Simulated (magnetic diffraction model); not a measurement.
**Magnetic neutron pattern of FeSbRu**

Space group Pnma (no. 62), a = 5.9250 Å, b = 3.8770 Å, c = 6.9280 Å.

| site | atom | x | y | z |
| --- | --- | --- | --- | --- |
| 4c | Sb | 0.2700 | 3/4 | 0.6262 |
| 4c | Ru | 0.5276 | 3/4 | 0.1766 |
| 4c | Fe | 0.6401 | 3/4 | 0.5694 |

The compound is invented for this exercise: a known structure type with other elements, its cell scaled to their sizes and not relaxed.

Only Fe is taken to order (form factors of Fe2+); orders and moment sizes are assumed, and not adapted to the symmetry. Radiation: neutrons of λ = 2.52 Å, 3° to 90°; isotropic B of 0.22 Å² (Sb), 0.27 Å² (Ru) and 0.3 Å² (Fe). Simulated constant-wavelength pattern: nuclear and magnetic terms add, the magnetic one as |2.695 fm × Σ f S⊥ exp(2πi Q·r) exp(−B s²)|², summed over all Q at one angle with the factor 1/(sin²θ cos θ). For a modulated order the moment at position r is S exp(−2πi k·r) + c.c., with S = m/2 for a sine wave of amplitude m and S = m(u + iv)/2 for moments turning in a plane, u and v being orthogonal unit vectors in it; the phase factor of the sum at Q = H + k is then exp(2πi H·r). Free-ion form factors, Sears's scattering lengths of 1992, no absorption; a label names one of the reflections at its angle. The strongest nuclear line in the range is 100, and lines under 0.2 are left out.

Assume the order k = (0 0 1/4), a sine wave with moments along [001] (amplitudes given), 1.7 μB on Fe; signs + at (0.6401, 3/4, 0.5694), + at (0.1401, 3/4, 0.9306), − at (0.3599, 1/4, 0.4306), + at (0.8599, 1/4, 0.0694).

Q: Where does magnetic intensity appear, and how strong is it?

```
2θ (°)      index  nuclear  magnetic
 25.12  (1 0 1/4)      0.0       2.4
 29.27  (1 0 3/4)      0.0       1.3
 32.50    (1 0 1)     11.3       0.0
 36.27  (1 0 5/4)      0.0       0.5
 38.31  (0 1 1/4)      0.0       0.9
 41.27  (0 1 3/4)      0.0       0.7
 42.66    (0 0 2)      1.3       0.0
 43.73    (0 1 1)      2.2       0.0
 46.04  (1 1 1/4)      0.0       1.2
 46.73  (0 1 5/4)      0.0       0.4
 48.62  (1 1 3/4)      0.0       0.9
 49.84    (1 0 2)      0.7       0.0
 50.65  (2 0 1/4)      0.0       0.5
 50.79    (1 1 1)      5.9       0.0
 53.06  (2 0 3/4)      0.0       0.4
 53.49  (1 1 5/4)      0.0       0.6
 55.11    (2 0 1)      0.3       0.0
 57.67  (2 0 5/4)      0.0       0.2
 60.28  (1 1 7/4)      0.0       0.3
 64.30    (1 1 2)    100.0       0.0
 64.72    (2 1 0)     44.6       0.0
 64.99  (2 1 1/4)      0.0       0.5
 67.06  (2 1 3/4)      0.0       0.4
 68.06    (2 0 2)     10.1       0.0
 68.85    (2 1 1)     85.8       0.0
 71.12  (2 1 5/4)      0.0       0.3
 71.69    (1 0 3)     22.6       0.0
 77.03  (2 1 7/4)      0.0       0.2
 78.85    (0 1 3)     66.3       0.0
 80.66    (2 1 2)     13.0       0.0
 81.08    (0 2 0)     76.6       0.0
 83.12    (3 0 1)     41.7       0.0
 84.09    (1 1 3)     30.4       0.0
 86.53  (1 2 1/4)      0.0       0.2
 87.55    (2 0 3)     20.7       0.0
```

The strongest magnetic line in the range is (1 0 1/4) at 25.12° (2.4). On top of the Lorentz factor, which all lines share, magnetic lines fade with angle because f falls: for Fe2+ it is 0.90, 0.68, 0.45 and 0.15 at sin θ/λ = 0.1, 0.2, 0.3 and 0.5 Å⁻¹, while nuclear lengths stay constant. The order has no net moment.

[Logs are printed without paths, hosts, clocks, repeated set-up lines and the standing remarks that a program may print on its own settings, such as how far it seeks lower states.]
